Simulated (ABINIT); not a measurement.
# YAlS3 (Pm-3m): zone-centre phonons, part 2 of 3

Aim: the zone-centre modes of YAlS3 (Pm-3m).

ABINIT 10.8.3; DFT LDA, scalar-relativistic, plane waves, PseudoDojo norm-conserving pseudopotentials.

So far. Step 4 (Relaxing the cell and atoms): The volume changes by -0.1 % in this run and stands -5.2 % from the first cell. The relaxed cell has a = 4.536 Å (conventional setting).

The structure was built from a prototype and need not be the compound's stable phase.

### 6. Zone-centre response

At q = 0 one unit cell holds all displacements. The response is solved for single atoms along the cell's directions, and symmetry skips those that follow from others. The crystal is treated as a metal, which screens a static field, so no field response is asked.

The input, dfpt_gamma.abi:

```

# common to the responses
getwfk_filepath "gso_WFK"
kptopt 2
nqpt 1
qpt 0.0 0.0 0.0
asr 0
chneut 0

# displacements
rfphon 1
rfatpol 1 5
rfdir 1 1 1
tolvrs 1.0d-10
prtwf 0

# basis, mesh and filling
ecut 38.0
ecutsm 3.0
ngkpt 6 6 6
nshiftk 1
shiftk 0.0 0.0 0.0
istwfk *1
occopt 7
tsmear 0.01
nband 24
nstep 100
diemac 1000000.0
prtebands 0
prtgsr 0
useylm 1

# cell and atoms
acell 3*1.0 Angstrom
rprim 
    4.535669189 0.0 0.0
    0.0 4.535669189 0.0
    0.0 0.0 4.535669189
ntypat 3
znucl 39 13 16
natom 5
typat 1 2 3 3 3
xred 
    0.0 0.0 0.0
    0.5 0.5 0.5
    0.5 0.5 0.0
    0.5 0.0 0.5
    0.0 0.5 0.5
pp_dirpath "./pseudo"
pseudos "Y.upf, Al.upf, S.upf"
```

Run with:

```console
$ OMP_NUM_THREADS=1 mpirun -n 4 abinit dfpt_gamma.abi > dfpt_gamma.log
```

Numbers of over 12 decimals in the logs are rounded to 6 here.

dfpt_gamma.abo, the main output file:

```text
[banners, grids, parts of the stress and lines that vanish by symmetry left out]
- input  file    -> dfpt_gamma.abi
- output file    -> dfpt_gamma.abo
- root for input  files -> dfpt_gammai
- root for output files -> dfpt_gammao

 Symmetries : space group Pm -3 m (#221); Bravais cP (primitive cubic)
================================================================================
 Values of the parameters that define the memory need of the present run (RF).
     intxc =       0      iscf =       7    lmnmax =      18     lnmax =       6
     mgfft =      48  mpssoang =       3    mqgrid =    3001     natom =       5
  nloc_mem =       1    nspden =       1   nspinor =       1    nsppol =       1
      nsym =      48    n1xccc =    2501    ntypat =       3    occopt =       7
   xclevel =       1
-    mband =          24        mffmem =           1         mkmem =          28
-   mkqmem =          28        mk1mem =          28           mpw =        7088
      nfft =      110592          nkpt =         112
- my_mband =          24
================================================================================
================================================================================

--------------------------------------------------------------------------------
------------- Echo of variables that govern the present computation ------------
--------------------------------------------------------------------------------
-
- outvars: echo of selected default values
-   iomode0 =  0 , fftalg0 =312 , wfoptalg0 =  0
-
- outvars: echo of global parameters not present in the input file
-  max_nthreads =    1
-
 -outvars: echo values of preprocessed input variables
 [... echo left out ...]
================================================================================

 chkinp: Checking input parameters for consistency.

[...]
== DATASET  1 ==================================================================
-   mpi_nproc: 4, omp_nthreads: 1 (-1 if OMP is not activated)

--- !DatasetInfo
iteration_state: {dtset: 1, }
dimensions: {natom: 5, nkpt: 112, mband: 24, nsppol: 1, nspinor: 1, nspden: 1, mpw: 7088, }
cutoff_energies: {ecut:  38.0, pawecutdg:  -1.0, }
electrons: {nelect:   3.20000000E+01, charge:   0.00000000E+00, occopt:   7.00000000E+00, tsmear:   1.00000000E-02, }
meta: {optdriver: 1, rfphon: 1, }
...

 mkfilename: getwfk from: gso_WFK

 Real(R)+Recip(G) space primitive vectors, cartesian coordinates (Bohr,Bohr^-1):
 R(1)=  8.5711726  0.0000000  0.0000000  G(1)=  0.1166702  0.0000000  0.0000000
 R(2)=  0.0000000  8.5711726  0.0000000  G(2)=  0.0000000  0.1166702  0.0000000
 R(3)=  0.0000000  0.0000000  8.5711726  G(3)=  0.0000000  0.0000000  0.1166702
 Unit cell volume ucvol=  6.2968119E+02 bohr^3
 Angles (23,13,12)=  9.00000000E+01  9.00000000E+01  9.00000000E+01 degrees
 setup1 : take into account q-point for computing boxcut.

 getcut: wavevector=  0.0000  0.0000  0.0000  ngfft=  48  48  48
         ecut(hartree)=     38.000   => boxcut(ratio)=   2.01811

--- Pseudopotential description ------------------------------------------------
- pspini: atom type   1  psp file is ./pseudo/Y.upf

- pspini: atom type   2  psp file is ./pseudo/Al.upf

- pspini: atom type   3  psp file is ./pseudo/S.upf

   1.44018984E+03                                ecore*ucvol(ha*bohr**3)
--------------------------------------------------------------------------------

 ==>  initialize data related to q vector <==

 The list of irreducible perturbations for this q vector is:
    1)    idir= 1    ipert=   1
    2)    idir= 1    ipert=   2
    3)    idir= 1    ipert=   3
    4)    idir= 3    ipert=   3

[...]
The perturbation idir=   2  ipert=   1 is
 symmetric of a previously calculated perturbation.
 So, its SCF calculation is not needed.

 The perturbation idir=   3  ipert=   1 is
 symmetric of a previously calculated perturbation.
 So, its SCF calculation is not needed.

 The perturbation idir=   2  ipert=   2 is
 symmetric of a previously calculated perturbation.
 So, its SCF calculation is not needed.

 The perturbation idir=   3  ipert=   2 is
 symmetric of a previously calculated perturbation.
 So, its SCF calculation is not needed.

[...]
The perturbation idir=   2  ipert=   5 is
 symmetric of a previously calculated perturbation.
 So, its SCF calculation is not needed.

 The perturbation idir=   3  ipert=   5 is
 symmetric of a previously calculated perturbation.
 So, its SCF calculation is not needed.

--------------------------------------------------------------------------------
 Perturbation wavevector (in red.coord.)   0.000000  0.000000  0.000000
 Perturbation : displacement of atom   1   along direction   1
 Found     8 symmetries that leave the perturbation invariant.

[...]
dfpt_looppert : total number of electrons, from k and k+q
  fully or partially occupied states are    3.200000E+01 and    3.200000E+01.
 Initialisation of the first-order wave-functions :
  ireadwf=   0

--- !BeginCycle
iteration_state: {dtset: 1, }
solver: {iscf: 7, nstep: 100, nline: 4, wfoptalg: 0, }
tolerances: {tolvrs: 1.00E-10, }
...

     iter   2DEtotal(Ha)        deltaE(Ha) residm    vres2
-ETOT  1 -0.859612     -2.513E+03 1.222E+01 3.194E+03
 ETOT  2  -2.412740     -1.553E+00 9.548E-01 6.857E+01
 ETOT  3  -2.444464     -3.172E-02 1.368E-02 1.675E+01
 ETOT  4  -2.447792     -3.328E-03 6.469E-03 1.209E-01
 ETOT  5  -2.447818     -2.607E-05 4.606E-04 2.577E-03
[...]
At SCF step   11       vres2   =  8.04E-12 < tolvrs=  1.00E-10 =>converged.
[...]
Mean square residual over all n,k,spin=   47.861E-11; max=  30.465E-08

 Thirteen components of 2nd-order total energy (hartree) are
 1,2,3: 0th-order hamiltonian combined with 1st-order wavefunctions
     kin0=   1.59316424E+03 eigvalue=   2.43824299E+02  local=  -1.22798556E+03
 4,5,6: 1st-order hamiltonian combined with 1st and 0th-order wfs
 loc psp =  -2.48527700E+03  Hartree=   6.93854763E+02     xc=  -1.58471833E+02
 note that "loc psp" includes a xc core correction that could be resolved
 7,8,9: eventually, occupation + non-local contributions
    edocc=   3.69206393E+02     enl0=   1.00071187E+03   enl1=  -2.54333135E+03
 1-9 gives the relaxation energy (to be shifted if some occ is /=2.0)
   erelax=  -2.51430417E+03
 10,11,12 Non-relaxation  contributions : frozen-wavefunctions and Ewald
 fr.local=   1.14210829E+03 fr.nonlo=   1.27101455E+03  Ewald=   1.12891268E+02
 13,14 Frozen wf xc core corrections (1) and (2)
 frxc 1  =  -1.50398232E+02  frxc 2 =   1.36240486E+02
 Resulting in :
 2DEtotal=   -0.2447819259E+01 Ha. Also 2DEtotal=   -0.666085553236E+02 eV
    (2DErelax=   -2.5143041747E+03 Ha. 2DEnonrelax=    2.5118563554E+03 Ha)
    (  non-var. 2DEtotal :   -2.4478188859E+00 Ha)

[...]
Perturbation wavevector (in red.coord.)   0.000000  0.000000  0.000000
 Perturbation : displacement of atom   2   along direction   1
 Found     8 symmetries that leave the perturbation invariant.

[...]
dfpt_looppert : total number of electrons, from k and k+q
  fully or partially occupied states are    3.200000E+01 and    3.200000E+01.
 Initialisation of the first-order wave-functions :
  ireadwf=   0

--- !BeginCycle
iteration_state: {dtset: 1, }
solver: {iscf: 7, nstep: 100, nline: 4, wfoptalg: 0, }
tolerances: {tolvrs: 1.00E-10, }
...

     iter   2DEtotal(Ha)        deltaE(Ha) residm    vres2
-ETOT  1   9.607373     -5.043E+01 9.848E-01 9.966E+03
[...]
At SCF step   11       vres2   =  6.07E-12 < tolvrs=  1.00E-10 =>converged.
[...]
Mean square residual over all n,k,spin=   46.422E-11; max=  39.474E-08

 Thirteen components of 2nd-order total energy (hartree) are
 1,2,3: 0th-order hamiltonian combined with 1st-order wavefunctions
     kin0=   4.74553970E+01 eigvalue=  -2.39122038E+00  local=  -2.77785415E+01
 4,5,6: 1st-order hamiltonian combined with 1st and 0th-order wfs
 loc psp =  -2.87630812E+01  Hartree=   1.34519330E+01     xc=  -2.85973215E+00
 note that "loc psp" includes a xc core correction that could be resolved
 7,8,9: eventually, occupation + non-local contributions
    edocc=   1.67024781E+00     enl0=   2.34427344E+01   enl1=  -7.72185550E+01
 1-9 gives the relaxation energy (to be shifted if some occ is /=2.0)
   erelax=  -5.29908179E+01
 10,11,12 Non-relaxation  contributions : frozen-wavefunctions and Ewald
 fr.local=  -4.08921162E+01 fr.nonlo=   6.05592701E+01  Ewald=   4.25174905E+01
 13,14 Frozen wf xc core corrections (1) and (2)
 frxc 1  =  -6.99463012E+00  frxc 2 =   4.84348328E+00
 Resulting in :
 2DEtotal=    0.7042679614E+01 Ha. Also 2DEtotal=    0.191641075177E+03 eV
    (2DErelax=   -5.2990817926E+01 Ha. 2DEnonrelax=    6.0033497540E+01 Ha)
    (  non-var. 2DEtotal :    7.0426794574E+00 Ha)

[...]
Perturbation wavevector (in red.coord.)   0.000000  0.000000  0.000000
 Perturbation : displacement of atom   3   along direction   1
 Found     4 symmetries that leave the perturbation invariant.

[...]
dfpt_looppert : total number of electrons, from k and k+q
  fully or partially occupied states are    3.200000E+01 and    3.200000E+01.
 Initialisation of the first-order wave-functions :
  ireadwf=   0

--- !BeginCycle
iteration_state: {dtset: 1, }
solver: {iscf: 7, nstep: 100, nline: 4, wfoptalg: 0, }
tolerances: {tolvrs: 1.00E-10, }
...

     iter   2DEtotal(Ha)        deltaE(Ha) residm    vres2
-ETOT  1  6.94829998133955E-02 -5.365E+02 2.132E+00 6.459E+03
[...]
At SCF step   10       vres2   =  5.65E-11 < tolvrs=  1.00E-10 =>converged.
[...]
Mean square residual over all n,k,spin=   36.798E-10; max=  33.183E-07

 Thirteen components of 2nd-order total energy (hartree) are
 1,2,3: 0th-order hamiltonian combined with 1st-order wavefunctions
     kin0=   4.94716334E+02 eigvalue=  -2.62898497E+01  local=  -3.34561982E+02
 4,5,6: 1st-order hamiltonian combined with 1st and 0th-order wfs
 loc psp =  -4.07844923E+02  Hartree=   1.53503164E+02     xc=  -3.99247820E+01
 note that "loc psp" includes a xc core correction that could be resolved
 7,8,9: eventually, occupation + non-local contributions
    edocc=   1.92617230E+01     enl0=   2.71437755E+02   enl1=  -6.68439800E+02
 1-9 gives the relaxation energy (to be shifted if some occ is /=2.0)
   erelax=  -5.38142361E+02
 10,11,12 Non-relaxation  contributions : frozen-wavefunctions and Ewald
 fr.local=   1.51482092E+02 fr.nonlo=   3.35806170E+02  Ewald=   5.98201554E+01
 13,14 Frozen wf xc core corrections (1) and (2)
 frxc 1  =  -6.08219422E+01  frxc 2 =   5.02377835E+01
 Resulting in :
 2DEtotal=   -0.1618102248E+01 Ha. Also 2DEtotal=   -0.440308052541E+02 eV
    (2DErelax=   -5.3814236081E+02 Ha. 2DEnonrelax=    5.3652425856E+02 Ha)
    (  non-var. 2DEtotal :   -1.6181029365E+00 Ha)

[...]
Perturbation wavevector (in red.coord.)   0.000000  0.000000  0.000000
 Perturbation : displacement of atom   3   along direction   3
 Found     8 symmetries that leave the perturbation invariant.

--------------------------------------------------------------------------------

--------------------------------------------------------------------------------

 dfpt_looppert : total number of electrons, from k and k+q
  fully or partially occupied states are    3.200000E+01 and    3.200000E+01.
 Initialisation of the first-order wave-functions :
  ireadwf=   0

--- !BeginCycle
iteration_state: {dtset: 1, }
solver: {iscf: 7, nstep: 100, nline: 4, wfoptalg: 0, }
tolerances: {tolvrs: 1.00E-10, }
...

     iter   2DEtotal(Ha)        deltaE(Ha) residm    vres2
-ETOT  1   16.960234720104     -5.553E+02 2.820E+00 1.548E+04
[...]
ETOT 10   12.481922328777     -1.933E-12 5.661E-07 2.590E-10
 ETOT 11   12.481922328767     -9.436E-12 7.551E-07 1.167E-11

 At SCF step   11       vres2   =  1.17E-11 < tolvrs=  1.00E-10 =>converged.
[...]
Mean square residual over all n,k,spin=   88.768E-11; max=  75.506E-08

 Thirteen components of 2nd-order total energy (hartree) are
 1,2,3: 0th-order hamiltonian combined with 1st-order wavefunctions
     kin0=   5.00158413E+02 eigvalue=  -2.23436719E+01  local=  -3.44118727E+02
 4,5,6: 1st-order hamiltonian combined with 1st and 0th-order wfs
 loc psp =  -4.17212738E+02  Hartree=   1.65166456E+02     xc=  -3.97296856E+01
 note that "loc psp" includes a xc core correction that could be resolved
 7,8,9: eventually, occupation + non-local contributions
    edocc=   2.71335561E+01     enl0=   2.73475965E+02   enl1=  -7.02271871E+02
 1-9 gives the relaxation energy (to be shifted if some occ is /=2.0)
   erelax=  -5.59742304E+02
 10,11,12 Non-relaxation  contributions : frozen-wavefunctions and Ewald
 fr.local=   1.08794270E+02 fr.nonlo=   3.66538354E+02  Ewald=   1.09074466E+02
 13,14 Frozen wf xc core corrections (1) and (2)
 frxc 1  =  -6.04799662E+01  frxc 2 =   4.82971021E+01
 Resulting in :
 2DEtotal=    0.1248192233E+02 Ha. Also 2DEtotal=    0.339650409580E+03 eV
    (2DErelax=   -5.5974230353E+02 Ha. 2DEnonrelax=    5.7222422586E+02 Ha)
    (  non-var. 2DEtotal :    1.2481921624E+01 Ha)

[...]
---- first-order wavefunction calculations are completed ----

 ==> Compute Derivative Database <==

 [... matrices left out ...]
  Phonon wavevector (reduced coordinates) :  0.00000  0.00000  0.00000
 Phonon energies in Hartree :
  -7.717449E-04 -7.717449E-04 -7.717449E-04 -7.244415E-04 -7.244415E-04
  -7.244415E-04  1.845611E-05  1.845611E-05  1.845611E-05  4.730534E-04
   4.730534E-04  4.730534E-04  2.189254E-03  2.189254E-03  2.189254E-03
 Phonon frequencies in cm-1    :
- -1.693784E+02 -1.693784E+02 -1.693784E+02 -1.589965E+02 -1.589965E+02
- -1.589965E+02  4.050647E+00  4.050647E+00  4.050647E+00  1.038232E+02
-  1.038232E+02  1.038232E+02  4.804857E+02  4.804857E+02  4.804857E+02

== END DATASET(S) ==============================================================
================================================================================

 -outvars: echo values of variables after computation
            acell      1.8897261259E+00  1.8897261259E+00  1.8897261259E+00 Bohr
           etotal      1.2481922329E+01
            fcart      0.0000000000E+00  0.0000000000E+00  0.0000000000E+00
           strten      0.0000000000E+00  0.0000000000E+00  0.0000000000E+00
================================================================================
```

Elapsed: 3.9 min, on 4 MPI ranks of Arm Neoverse V2, shared host.

Numbers from this step:

```yaml
largest_acoustic_frequency_at_the_zone_centre_before_the_sum_rule: 4.05 cm⁻¹
highest_optical_zone_centre_mode_no_lo_to_term: 480.5 cm⁻¹
lowest_optical_zone_centre_mode: -169.4 cm⁻¹
```

The acoustic modes at Γ come out as far as 4.0 cm⁻¹ from zero, where they should vanish, a small numerical error. The lowest optical mode is imaginary, 169i cm⁻¹, an instability at this level and on this k mesh.

(Continued in part 3 of 3.)

[Host names and launcher messages were left out of these logs when they were recorded.]

[Logs are printed without paths, hosts, clocks, repeated set-up lines and the standing remarks that a program may print on its own settings, such as how far it seeks lower states.]

[Hosts, paths, dates, database ids (printed as entryN), source tags and the programs' standing remarks are cut or masked in the printed files.]
